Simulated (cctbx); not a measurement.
# What is wrong with this refinement?

Cell a = 10.4630 Å, b = 13.4230 Å, c = 6.1930 Å, α = 90.00°, β = 90.00°, γ = 90.00°; space group Ibam (no. 72).

The data are simulated with cctbx, not measured: Cu Kα, λ = 1.54184 Å, to d = 0.83 Å, 70 % of the full sphere, strongest reflection 20000 counts, noise from counting, a 3 % proportional error and a noise floor of 15 counts (s.d.); no absorption.

An isotropic refinement with weights 1/σ² prints:

```text
Rint 0.038, 437 unique reflections to 0.83 A
cycle     R1     wR2    GooF  max shift (A)
   1  0.7188  0.9307  29.865   0.47187
  10  0.5757  0.8281  26.573   0.13892
final R1 0.5675 wR2 0.8238 GooF 26.432  parameters 13  data/parameter 33.6
atom        x        y        z      Ueq    occ   su(xyz)  su(Uiso or U11)
Sm1    0.17190  0.09132  0.50000   0.0001  1.000  0.00268  0.0065
Sn1    0.92443  0.86399  0.00000   0.0001  1.000  0.00335  0.0074
Sn2    0.50000  0.28991  0.25000   0.0020  1.000  0.00259  0.0073
Ru1    0.62542  0.94672  0.00000   0.0096  1.000  0.00421  0.0098
Ru2    0.00000  0.00000  0.75000   0.0001  1.000  0.00000  0.0102
Ge1    0.50000  0.00000  0.75000   1.0000  1.000  0.00000  1.7866
difference map: max 172.27 min -79.92 rms 17.98
Q1    0.0000  0.0000  0.2500    4  178.96  0.00 A from Ru2
Q2    0.0735  0.1344  0.0000    8  159.87  0.03 A from Sn1
Q3    0.2409  0.1409  0.5000    8  154.18  0.98 A from Sm1
Q4    0.1675  0.0890  0.5000    8  115.59  0.06 A from Sm1
Q5    0.1062  0.3672  0.5000    8  110.39  1.09 A from Ru1
Q6    0.2283  0.3626  0.5000    8   84.92  1.56 A from Ru1
```

**Question.** Can this result stand? If not, what is the likely fault?

Mend it. The fault: start far from the minimum. Against the right model at the same level, R1 goes from 0.0190 to 0.5675 and GooF from 1.25 to 26.43 and the top difference peak, 179.0 e/Å³, lies on Ru2. Least squares finds the nearest minimum, not the best. The fit had not settled when the cycles ran out.

The compound is Sm2Sn4GeRu3. The right model at the same level gives:

```text
Rint 0.038, 437 unique reflections to 0.83 A
cycle     R1     wR2    GooF  max shift (A)
   1  0.1778  0.3866  12.403   0.08718
   2  0.0190  0.0389   1.248   0.00001
final R1 0.0190 wR2 0.0389 GooF 1.248  parameters 13  data/parameter 33.6
atom        x        y        z      Ueq    occ   su(xyz)  su(Uiso or U11)
Sm1    0.26991  0.13473  0.50000   0.0058  1.000  0.00005  0.0002
Sn1    0.83008  0.90905  0.00000   0.0111  1.000  0.00006  0.0002
Sn2    0.50000  0.29056  0.25000   0.0095  1.000  0.00005  0.0002
Ru1    0.59207  0.85735  0.00000   0.0130  1.000  0.00008  0.0002
Ru2    0.00000  0.00000  0.75000   0.0155  1.000  0.00000  0.0003
Ge1    0.50000  0.00000  0.75000   0.0126  1.000  0.00000  0.0004
difference map: max 2.21 min -1.52 rms 0.35
Q1    0.0000  0.0000  0.1679    8    2.21  0.51 A from Ru2
Q2    0.0194  0.2098  0.1617   16    1.67  0.58 A from Sn2
Q3    0.0652  0.3165  0.5000    8    1.64  0.62 A from Ru1
Q4    0.9918  0.3925  0.0000    8    1.54  1.00 A from Ru1
Q5    0.1172  0.3774  0.4325   16    1.23  0.56 A from Ru1
Q6    0.1850  0.3683  0.5000    8    1.19  0.98 A from Ru1
```

This is a model crystal, built by substitution and not relaxed, with assumed displacement parameters.

[Middle refinement cycles are left out of these outputs.]

[Logs are printed without paths, hosts, clocks, repeated set-up lines and the standing remarks that a program may print on its own settings, such as how far it seeks lower states.]
